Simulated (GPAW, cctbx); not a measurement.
# Si with S on a Si site: the scripts behind a bonding study

Short scripts, each with its output. The cell is our own: Si with S on a Si site, neutral, in a cell of 16 atoms, repeated periodically, so this is a dense ordered array of defects; cell and atoms are relaxed.

## 1. Build the all-electron density and subtract free atoms

```text
cell
1.0
     0.000000000    5.476034400    5.476034400
     5.476034400    0.000000000    5.476034400
     5.476034400    5.476034400    0.000000000
S Si
1 15
Direct
0.000000000 0.000000000 0.000000000
0.608180200 0.130606600 0.130606600
0.501599690 0.501599690 0.998400310
0.130606600 0.608180200 0.130606600
0.501599690 0.998400310 0.501599690
0.130606600 0.130606600 0.608180200
0.998400310 0.501599690 0.501599690
0.624445870 0.624445870 0.624445870
0.501599690 0.998400310 0.998400310
0.130606600 0.130606600 0.130606600
0.998400310 0.501599690 0.998400310
0.624445870 0.624445870 0.126662390
0.998400310 0.998400310 0.501599690
0.624445870 0.126662390 0.624445870
0.500000000 0.500000000 0.500000000
0.126662390 0.624445870 0.624445870
```

```python
import numpy as np
from ase.io import read
from ase.units import Bohr
from gpaw import GPAW, PW, FermiDirac
from gpaw.calculator import GPAW as OldGPAW
from gpaw.mpi import serial_comm, world
from scipy.special import erfc
from scipy.spatial import cKDTree

atoms = read("cell.vasp")
atoms.calc = GPAW(mode=PW(450), xc="PBE", kpts={"size": (3, 3, 3), "gamma": True},
                 occupations=FermiDirac(0.1), maxiter=120, symmetry={"tolerance": 1e-5}, txt="scf.txt")
atoms.get_potential_energy()
rho = atoms.calc.get_all_electron_density(gridrefinement=2)
moments = atoms.get_magnetic_moments() if atoms.calc.get_number_of_spins() == 2 else np.zeros(len(atoms))
total = atoms.get_magnetic_moment() if moments.any() else 0.0
if world.rank == 0:
    free = OldGPAW(mode=PW(450), xc="PBE", txt=None, communicator=serial_comm)
    neutral = atoms.copy()
    neutral.set_initial_magnetic_moments(None)
    free.initialize(neutral)
    free.set_positions(neutral)
    drho = rho - free.get_all_electron_density(gridrefinement=2)
    # GPAW starts from confined atoms: exchange their smooth part for that of the datasets' free atoms
    h = np.stack(np.meshgrid(*[np.fft.fftfreq(n, 1 / n) for n in drho.shape], indexing="ij"), -1)
    gabs = np.linalg.norm(h @ atoms.cell.reciprocal(), axis=-1)
    tails = np.fft.fftn(free.get_pseudo_density(gridrefinement=2))
    g, form, v0 = np.linspace(0, gabs.max(), 1500), {}, 0
    for e in set(atoms.symbols):
        idx = atoms.symbols.search(e)
        d = free.setups[idx[0]].data
        r, w = d.rgd.r_g * Bohr, d.rgd.r_g**2 * d.rgd.dr_g
        j0 = np.sinc(2 * g[:, None] * r)
        smooth = sum(f * p**2 for f, p in zip(d.f_j, d.phit_jg)) + np.sqrt(4 * np.pi) * d.nct_g
        full = sum(f * p**2 for f, p in zip(d.f_j, d.phi_jg)) + np.sqrt(4 * np.pi) * d.nc_g
        phase = sum(np.exp(-2j * np.pi * h @ s) for s in atoms.get_scaled_positions()[idx])
        tails -= np.interp(gabs, g, j0 @ (smooth * w)) * phase * drho.size / atoms.get_volume()
        form[e] = j0 @ (full * w)
        v0 += 2 * np.pi / 3 * 14.3996 * (full * w * r**2).sum() * len(idx)  # V A^3
    tails *= 0.5 * erfc((gabs - 1.8) / 0.25)  # the tails differ at long wavelengths alone
    drho += np.fft.ifftn(tails).real  # crystal minus superposed spherical free atoms
    np.save("drho.npy", drho)
    dv = atoms.get_volume() / drho.size
    print("grid", drho.shape, " electrons %.3f" % (rho.sum() * dv), " moved by bonding %.3f e" % (abs(drho).sum() * dv / 2))
    pts = np.indices(drho.shape).reshape(3, -1).T / drho.shape @ atoms.cell
    shifts = (np.indices((3, 3, 3)).reshape(3, -1).T - 1) @ atoms.cell
    images = (atoms.positions[None] + shifts[:, None]).reshape(-1, 3)
    dist, idx = cKDTree(images).query(pts, k=4)
    out = drho.ravel()[dist[:, 0] > 0.5]
    print("deformation density beyond 0.5 A of the nuclei: max %.3f, min %.3f e/A^3" % (out.max(), out.min()))
    tie = dist < dist[:, :1] + 1e-4
    q = -np.bincount((idx % len(atoms))[tie], (drho.ravel()[:, None] / tie.sum(1, keepdims=True) * tie)[tie], len(atoms)) * dv
    print("atom        x       y       z   Voronoi charge  moment")
    for a, s, c, m in zip(atoms, atoms.get_scaled_positions(), q, moments):
        print("%-2s%-3d %7.4f %7.4f %7.4f %10.3f %10.2f" % (a.symbol, a.index + 1, *s, c, m))
    np.savez("free.npz", g=g, **form)
    print("mean inner potential of superposed free atoms %.3f V" % (v0 / atoms.get_volume()))
    print("total magnetic moment %.3f muB" % total)
```

```console
$ OMP_NUM_THREADS=1 mpirun -n 4 gpaw python run.py > gpaw.log
```

```text
grid (80, 80, 80)  electrons 226.000  moved by bonding 4.362 e
deformation density beyond 0.5 A of the nuclei: max 0.193, min -0.110 e/A^3
atom        x       y       z   Voronoi charge  moment
S 1    0.0000  0.0000  0.0000     -0.022       0.00
Si2    0.6082  0.1306  0.1306      0.031       0.00
Si3    0.5016  0.5016  0.9984     -0.025       0.00
Si4    0.1306  0.6082  0.1306      0.031       0.00
Si5    0.5016  0.9984  0.5016     -0.025       0.00
Si6    0.1306  0.1306  0.6082      0.031       0.00
Si7    0.9984  0.5016  0.5016     -0.025       0.00
Si8    0.6244  0.6244  0.6244      0.007       0.00
Si9    0.5016  0.9984  0.9984     -0.025       0.00
Si10   0.1306  0.1306  0.1306      0.031       0.00
Si11   0.9984  0.5016  0.9984     -0.025       0.00
Si12   0.6244  0.6244  0.1267      0.007       0.00
Si13   0.9984  0.9984  0.5016     -0.025       0.00
Si14   0.6244  0.1267  0.6244      0.007       0.00
Si15   0.5000  0.5000  0.5000      0.016       0.00
Si16   0.1267  0.6244  0.6244      0.007       0.00
mean inner potential of superposed free atoms 13.384 V
total magnetic moment 0.000 muB
```

Time: 18 s on 4 cores of Arm Neoverse V2 (shared host), peak memory 1.1 GiB.

## 2. Fourier-transform the difference

```python
from cctbx import adptbx, crystal, miller, xray
from cctbx.eltbx import tiny_pse
import numpy as np

cs = crystal.symmetry(unit_cell=(10.9521, 10.9521, 10.9521, 90, 90, 90), space_group_symbol='Hall: F -4 2 3')  # F-43m
atoms = [  # label, site, U (iso, or U11 U22 U33 U12 U13 U23 in A^2), occupancy
    ("S1", (0, 0, 0), 0.0000, 1),
    ("Si1", (0.13061, 0.86939, 0.86939), 0.0000, 1),
    ("Si2", (0.25, 0.25, 0.5016), 0.0000, 1),
    ("Si3", (0.12445, 0.12445, 0.62445), 0.0000, 1),
    ("Si4", (0.5, 0, 0), 0.0000, 1),
]
xs = xray.structure(crystal_symmetry=cs)
for label, site, u, occ in atoms:
    u = adptbx.u_cif_as_u_star(cs.unit_cell(), u) if isinstance(u, tuple) else u
    xs.add_scatterer(xray.scatterer(label, site=site, u=u, occupancy=occ))
xs.scattering_type_registry(table="wk1995")
drho = np.load("drho.npy")
T = np.array([[-1, 1, 1], [1, -1, 1], [1, 1, -1]])  # conventional axes in terms of the primitive ones
dF = np.fft.ifftn(drho) * 1313.67668  # electrons a conventional cell, indexed by primitive hkl
ms = miller.build_set(cs, anomalous_flag=False, d_min=0.9).sort("resolution")
iam = ms.structure_factors_from_scatterers(xs, algorithm="direct").f_calc()
p1 = xs.expand_to_p1()
z = np.array([tiny_pse.table(sc.scattering_type).atomic_number() for sc in p1.scatterers()])
x = np.array(p1.sites_frac())
free = np.load("free.npz")
print("static structure factors of the conventional cell: F in electrons, V (Mott-Bethe) in volts")
print("   h  k  l      d  |F| table  |F| free   |F| DFT   change   |V| free  |V| DFT  change %")
for h, d, table in list(zip(ms.indices(), ms.d_spacings().data(), iam.data()))[:18]:
    df = dF[tuple(np.rint(np.linalg.solve(T, h)).astype(int))]
    phase = np.exp(2j * np.pi * x @ h)
    f = sum(np.interp(1 / d, free["g"], free[sc.scattering_type]) * p for sc, p in zip(p1.scatterers(), phase))
    fz = (z * phase).sum()
    c = 14.3996 * d * d / (np.pi * cs.unit_cell().volume())
    v0, v1 = abs(fz - f) * c, abs(fz - f - df) * c
    print("%4d%3d%3d %7.4f %9.3f %9.3f %9.3f %8.3f %9.3f %8.3f %8s" % (h + (d, abs(table), abs(f), abs(f + df), abs(f + df) - abs(f), v0, v1, "%.1f" % (100 * (v1 / v0 - 1)) if v0 > 0.02 else "-")))
```

```console
$ python run.py
```

```text
static structure factors of the conventional cell: F in electrons, V (Mott-Bethe) in volts
   h  k  l      d  |F| table  |F| free   |F| DFT   change   |V| free  |V| DFT  change %
   1  1  1  6.3232     5.412     5.417     5.538    0.121     0.162    0.089    -45.2
   0  2  0  5.4760     4.367     4.463     5.176    0.713     0.187    0.113    -39.8
   0  2  2  3.8722     8.693     8.605     8.382   -0.223     0.029    0.041     39.7
   1  3  1  3.3022     6.917     6.864     7.014    0.151     0.048    0.037    -23.6
   2  2  2  3.1616   482.316   483.589   489.973    6.384     5.384    5.162     -4.1
   0  4  0  2.7380     7.830     7.813     8.369    0.555     0.061    0.047    -23.7
   1  3  3  2.5126    17.352    17.380    17.662    0.282     0.163    0.157     -3.7
   0  4  2  2.4490    15.300    15.330    15.607    0.277     0.143    0.137     -4.1
   2  4  2  2.2356    19.145    19.174    19.855    0.681     0.172    0.160     -6.9
   3  3  3  2.1077    27.201    27.197    27.743    0.546     0.224    0.216     -3.7
   1  5  1  2.1077    26.322    26.377    26.733    0.356     0.232    0.226     -2.4
   0  4  4  1.9361   560.869   561.024   557.693   -3.331     4.425    4.468      1.0
   1  5  3  1.8512     3.961     3.891     3.747   -0.144     0.014    0.014        -
   2  4  4  1.8254     5.413     5.344     4.659   -0.685     0.024    0.036     48.6
   0  6  0  1.8253    29.443    29.514    29.936    0.422     0.240    0.235     -2.0
   0  6  2  1.7317     1.562     1.647     2.293    0.646     0.034    0.027    -20.0
   3  5  3  1.6702     6.194     6.246     5.580   -0.666     0.060    0.065      9.0
   2  6  2  1.6511   370.726   370.410   364.840   -5.570     2.516    2.569      2.1
```

Time: 0.32 s on 1 core of Arm Neoverse V2 (shared host), peak memory 0.09 GiB.

[Outputs are excerpts: Python notices, other lines and further rows are left out; steps that failed or that the build refused (PBEsol, TPSS) are not shown.]

[Logs are printed without paths, hosts, clocks, repeated set-up lines and the standing remarks that a program may print on its own settings, such as how far it seeks lower states.]
